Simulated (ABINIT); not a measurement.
# PNO (Cc): G0W0 with ABINIT, start to end

How does a plane-wave GW calculation on PNO (Cc) run from the first input to the gap?

Method: LDA and many-body steps on it, plane waves, in ABINIT 10.8.3.

## 1. Set-up

It takes space group Cc (No. 9, monoclinic). Conventional cell: a = 6.556 Å, b = 6.572 Å, c = 4.620 Å, α = 90.00°, β = 130.96°, γ = 90.00°. P has 2 N at 1.55 Å and 2 O at 1.60 Å nearest. N has 2 P at 1.55 Å nearest. Nearest to O lie 2 P at 1.60 Å. Farther neighbours and most contacts between anions are not listed.

As a file:

```cif
data_structure
_symmetry_space_group_name_H-M 'Cc'
_symmetry_Int_Tables_number 9
_cell_length_a 6.5560
_cell_length_b 6.5722
_cell_length_c 4.6200
_cell_angle_alpha 90.000
_cell_angle_beta 130.960
_cell_angle_gamma 90.000
_cell_volume 150.33
loop_
_atom_site_label
_atom_site_type_symbol
_atom_site_symmetry_multiplicity
_atom_site_Wyckoff_symbol
_atom_site_fract_x
_atom_site_fract_y
_atom_site_fract_z
_atom_site_occupancy
P1 P 4 a 0.62964 0.63995 0.99983 1
N1 N 4 a 0.43730 0.81984 0.75037 1
O1 O 4 a 0.55807 0.55884 0.24980 1
```

The cell and positions are those that the Materials Project relaxed with its own functionals (PBE, PBE+U or r2SCAN), kept fixed.

## 2. Ground state

This step: ABINIT 10.8.3; DFT, LDA, plane waves, norm-conserving pseudopotentials.

The ground-state density comes first.

run.abi reads:

```
acell 3*1.0 Angstrom
rprim 
  3.278002254000 -3.286113380400 0.000000000000
  3.278002254000 3.286113380400 0.000000000000
  -3.028551860300 0.000000000000 3.488865954800
ntypat 3
znucl 15 7 8
natom 6
typat 1 1 2 2 3 3
xred 
  0.730409600000 0.010313920000 0.000167090000
  0.010313920000 0.730409600000 0.500167090000
  0.742864730000 0.382544620000 0.249632690000
  0.382544620000 0.742864730000 0.749632690000
  0.883089610000 0.000777520000 0.750200220000
  0.000777520000 0.883089610000 0.250200220000
pp_dirpath "pseudos"
pseudos "P.upf, N.upf, O.upf"
ecut 36
ngkpt 6 6 6
nshiftk 1
shiftk 0 0 0
kptopt 1
chksymbreak 0
nband 23
occopt 1
tolvrs 1e-10
nstep 60
prtwf 0
optforces 0
optstress 0
indata_prefix "in"
outdata_prefix "out"
tmpdata_prefix "tmp"
```

Command:

```
$ OMP_NUM_THREADS=1 mpirun -n 4 abinit run.abi > log
```

Numbers of over 12 decimals in the logs are rounded to 6 here.

The program printed:

```text
.Version 10.8.3 of ABINIT. v10.8.2 released Aug 2026.

 Symmetries : space group Cc (#  9); Bravais mC (1-face-center monocl.)
================================================================================
 Values of the parameters that define the memory need of the present run
     intxc =       0    ionmov =       0      iscf =       7    lmnmax =       6
     lnmax =       6     mgfft =      48  mpssoang =       3    mqgrid =    3001
     natom =       6  nloc_mem =       1    nspden =       1   nspinor =       1
    nsppol =       1      nsym =       2    n1xccc =    2501    ntypat =       3
    occopt =       1   xclevel =       1
-    mband =          23        mffmem =           1         mkmem =          17
       mpw =        5251          nfft =      110592          nkpt =          68
================================================================================
  Rough estimation (10% accuracy) of disk space for files :
================================================================================

--------------------------------------------------------------------------------
------------- Echo of variables that govern the present computation ------------
--------------------------------------------------------------------------------
 -outvars: echo values of preprocessed input variables --------
            acell      1.8897261259E+00  1.8897261259E+00  1.8897261259E+00 Bohr

      chksymbreak           0
             ecut      3.60000000E+01 Hartree
-          fftalg         312

              ixc       -1012
              kpt      0.00000000E+00  0.00000000E+00  0.00000000E+00
                       1.66666667E-01  0.00000000E+00  0.00000000E+00
                       3.33333333E-01  0.00000000E+00  0.00000000E+00
                       5.00000000E-01  0.00000000E+00  0.00000000E+00
                       1.66666667E-01  1.66666667E-01  0.00000000E+00
                       3.33333333E-01  1.66666667E-01  0.00000000E+00
                       5.00000000E-01  1.66666667E-01  0.00000000E+00
                      -3.33333333E-01  1.66666667E-01  0.00000000E+00
                      -1.66666667E-01  1.66666667E-01  0.00000000E+00
   [... 39 further rows ...]
                      -1.66666667E-01  3.33333333E-01  3.33333333E-01
                       5.00000000E-01  5.00000000E-01  3.33333333E-01
                       outvar_i_n : Printing only first  50 k-points.
         kptrlatt        6    0    0      0    6    0      0    0    6
          kptrlen      5.23831003E+01
P           mkmem          17
            natom           6
            nband          23
            ngfft          48      48      48
             nkpt          68
            nstep          60
             nsym           2
           ntypat           3
              occ      2.000000  2.000000  2.000000  2.000000  2.000000  2.000000
                       2.000000  2.000000  2.000000  2.000000  2.000000  2.000000
                       2.000000  2.000000  2.000000  2.000000  0.000000  0.000000
                       0.000000  0.000000  0.000000  0.000000  0.000000
        optforces           0
        optstress           0
            prtwf           0
            rprim      3.2780022540E+00 -3.2861133804E+00  0.0000000000E+00
[...]
spgroup           9

           tolvrs      1.00000000E-10

             xred      7.3040960000E-01  1.0313920000E-02  1.6709000000E-04
[...]
znucl       15.00000    7.00000    8.00000

================================================================================

 chkinp: Checking input parameters for consistency.

================================================================================
== DATASET  1 ==================================================================
-   mpi_nproc: 4, omp_nthreads: 1 (-1 if OMP is not activated)

--- !DatasetInfo
iteration_state: {dtset: 1, }
dimensions: {natom: 6, nkpt: 68, mband: 23, nsppol: 1, nspinor: 1, nspden: 1, mpw: 5251, }
cutoff_energies: {ecut:  36.0, pawecutdg:  -1.0, }
electrons: {nelect:   3.20000000E+01, charge:   0.00000000E+00, occopt:   1.00000000E+00, tsmear:   1.00000000E-02, }

 Real(R)+Recip(G) space primitive vectors, cartesian coordinates (Bohr,Bohr^-1):
 R(1)=  6.1945265 -6.2098543  0.0000000  G(1)=  0.0807164 -0.0805172  0.0700669
 R(2)=  6.1945265  6.2098543  0.0000000  G(2)=  0.0807164  0.0805172  0.0700669
 R(3)= -5.7231336  0.0000000  6.5930011  G(3)=  0.0000000  0.0000000  0.1516760
 Unit cell volume ucvol=  5.0722736E+02 bohr^3
 Angles (23,13,12)=  1.17578149E+02  1.17578149E+02  9.01415981E+01 degrees

 getcut: wavevector=  0.0000  0.0000  0.0000  ngfft=  48  48  48
         ecut(hartree)=     36.000   => boxcut(ratio)=   2.02615

--- Pseudopotential description ------------------------------------------------
- P Generated using ONCVPSP code by D. R. Hamann
- 15.00000   5.00000  180309                  znucl, zion, pspdat
12 -1012 2 -1 1298                            pspcod,pspxc,lmax,lloc,mmax
     nproj     2     2     2
  pspatm : epsatm=    7.03163270
         --- l  ekb(1:nproj) -->
[...]
pspatm: atomic psp has been read  and splines computed

- N Generated using ONCVPSP code by D. R. Hamann
-  7.00000   5.00000  180309                  znucl, zion, pspdat
12 -1012 1 -1 1058                            pspcod,pspxc,lmax,lloc,mmax
     nproj     2     2     0
  pspatm : epsatm=    5.30777321
         --- l  ekb(1:nproj) -->
[...]
pspatm: atomic psp has been read  and splines computed

- O Generated using ONCVPSP code by D. R. Hamann
-  8.00000   6.00000  201201                  znucl, zion, pspdat
12 -1012 2 -1 926                             pspcod,pspxc,lmax,lloc,mmax
     nproj     2     2     1
  pspatm : epsatm=    6.27558587
         --- l  ekb(1:nproj) -->
[...]
2   -1.033686
 pspatm: atomic psp has been read  and splines computed

   1.19135947E+03                                ecore*ucvol(ha*bohr**3)
--------------------------------------------------------------------------------

_setup2: Arith. and geom. avg. npw (full set) are    5232.662    5232.656

================================================================================

--- !BeginCycle
iteration_state: {dtset: 1, }
solver: {iscf: 7, nstep: 60, nline: 4, wfoptalg: 0, }
tolerances: {tolvrs: 1.00E-10, }

     iter   Etot(hartree)      deltaE(h)  residm     vres2
 ETOT  1  -67.332334654529    -6.733E+01 6.472E-02 1.253E+03
 ETOT  2  -67.461112904683    -1.288E-01 4.663E-02 8.875E+02
 ETOT  3  -67.765692074460    -3.046E-01 1.556E-02 5.363E+00
 ETOT  4  -67.767214176252    -1.522E-03 5.701E-03 2.036E-01
 ETOT  5  -67.767224689094    -1.051E-05 1.842E-03 3.338E-02
 ETOT  6  -67.767230366268    -5.677E-06 2.160E-03 1.265E-02
 ETOT  7  -67.767232274507    -1.908E-06 1.380E-03 2.894E-04
 ETOT  8  -67.767232321141    -4.663E-08 1.829E-03 1.366E-05
 ETOT  9  -67.767232322335    -1.194E-09 1.063E-03 2.441E-07
 ETOT 10  -67.767232322354    -1.916E-11 1.259E-03 2.374E-08
 ETOT 11  -67.767232322357    -2.473E-12 7.442E-04 1.616E-09
 ETOT 12  -67.767232322356     8.242E-13 9.511E-04 3.912E-11

 At SCF step   12       vres2   =  3.91E-11 < tolvrs=  1.00E-10 =>converged.

--- !ResultsGS
iteration_state: {dtset: 1, }
comment   : Summary of ground state results
lattice_vectors:
- [  6.1945265,  -6.2098543,   0.0000000, ]
- [  6.1945265,   6.2098543,   0.0000000, ]
- [ -5.7231336,   0.0000000,   6.5930011, ]
lattice_lengths: [   8.77123,    8.77123,    8.73052, ]
lattice_angles: [117.578, 117.578,  90.142, ] # degrees, (23, 13, 12)
lattice_volume:   5.0722736E+02
convergence: {deltae:  8.242E-13, res2:  3.912E-11, residm:  9.511E-04, diffor:  0.000E+00, }
etotal    :  -6.77672323E+01
entropy   :   0.00000000E+00
fermie    :   7.34964566E-02
cartesian_stress_tensor: null
pressure_GPa: null
xred      :
- [  7.3041E-01,   1.0314E-02,   1.6709E-04,  P]
- [  1.0314E-02,   7.3041E-01,   5.0017E-01,  P]
- [  7.4286E-01,   3.8254E-01,   2.4963E-01,  N]
- [  3.8254E-01,   7.4286E-01,   7.4963E-01,  N]
- [  8.8309E-01,   7.7752E-04,   7.5020E-01,  O]
- [  7.7752E-04,   8.8309E-01,   2.5020E-01,  O]
cartesian_forces: null
force_length_stats: {min: null, max: null, mean: null, }

 Integrated electronic density in atomic spheres:
 ------------------------------------------------
 Atom  Sphere_radius  Integrated_density
[...]
================================================================================

 ----iterations are completed or convergence reached----

 Mean square residual over all n,k,spin=   22.275E-07; max=  95.107E-05
 reduced coordinates (array xred) for    6 atoms
[...]
0.010313920000      0.730409600000      0.500167090000
       0.742864730000      0.382544620000      0.249632690000
       0.382544620000      0.742864730000      0.749632690000
       0.883089610000      0.000777520000      0.750200220000
       0.000777520000      0.883089610000      0.250200220000
 rms dE/dt=  0.0000E+00; max dE/dt=  0.0000E+00; dE/dt below (all hartree)
    1       0.000000000000      0.000000000000      0.000000000000
    2       0.000000000000      0.000000000000      0.000000000000
    3       0.000000000000      0.000000000000      0.000000000000
    4       0.000000000000      0.000000000000      0.000000000000
    5       0.000000000000      0.000000000000      0.000000000000
    6       0.000000000000      0.000000000000      0.000000000000

 cartesian coordinates (angstrom) at end:
    1      2.427587    -2.366316     0.000582955
    2      0.913311     2.366316     1.745016
    3      2.933069    -1.184053     0.870935
    4      1.418793     1.184053     2.615368
    5      0.625298    -2.899378     2.617348
    6      2.139574     2.899378     0.872915
 length scales=  1.889726125908  1.889726125908  1.889726125908 bohr
              =  1.000000000000  1.000000000000  1.000000000000 angstroms
 prteigrs : about to open file out_EIG
 Fermi (or HOMO) energy (hartree) =   0.07350   Average Vxc (hartree)=  -0.36269
 Eigenvalues (hartree) for nkpt=  68  k points:
 kpt#   1, nband= 23, wtk=  0.00463, kpt=  0.0000  0.0000  0.0000 (reduced coord)
  -0.74320   -0.64812   -0.52158   -0.46041   -0.43847   -0.25704   -0.24169   -0.21458
  -0.10663   -0.07696   -0.05318   -0.03773    0.00124    0.00570    0.05172    0.05370
   0.25803    0.27369    0.34851    0.37689    0.38782    0.44024    0.44302
 prteigrs : prtvol=0 or 1, do not print more k-points.

--- !EnergyTerms
iteration_state     : {dtset: 1, }
comment             : Components of total free energy in Hartree
kinetic             :  4.31826797501565E+01
hartree             :  2.38023673037214E+01
xc                  : -1.88032326366291E+01
Ewald energy        : -4.11461899459352E+01
psp_core            :  2.34876815174364E+00
local_psp           : -7.09234291867994E+01
non_local_psp       : -6.22819575861398E+00
total_energy        : -6.77672323223561E+01
total_energy_eV     : -1.84404033354476E+03
band_energy         : -7.43399037514782E+00

== END DATASET(S) ==============================================================
================================================================================

 -outvars: echo values of variables after computation  --------
           etotal     -6.7767232322E+01
            nband          23
             nkpt          68
          spgroup           9
 [... the other variables as echoed above ...]

 Calculation completed.
```

Run time: 91 s. Hardware: 4 MPI ranks of Arm Neoverse V1, shared host; peak memory 0.45 GiB.

This step gave:

```yaml
total_energy: -1844.0403 eV
gap: 5.021 eV
k_of_the_valence_top: 0.5, 0.5, 0
k_of_the_conduction_bottom: 0, 0, 0
least_direct_gap: 5.560 eV
```

The gap is indirect, with the least direct gap 0.54 eV higher.

(Part 1 of 3 ends here.)

[Paths, hosts, dates, memory and timing lines, banners, echoed tables and standing remarks are left out of the program output.]

[Logs are printed without paths, hosts, clocks, repeated set-up lines and the standing remarks that a program may print on its own settings, such as how far it seeks lower states.]

[Runs of the session that timed out or met a known fault of the program may be left out.]

[Hosts, paths, dates, database ids (printed as entryN), source tags and the programs' standing remarks are cut or masked in the printed files.]

[G0W0 gaps are taken among the corrected bands and points alone; a level outside them can change the order at an edge.]

[Where Ansatz stands beside ABINIT at settings called matched, ABINIT's density can come from a denser mesh and the files from another edition; pairs whose starting gaps differed by over 0.03 eV were left out, so agreement reads better than it is.]
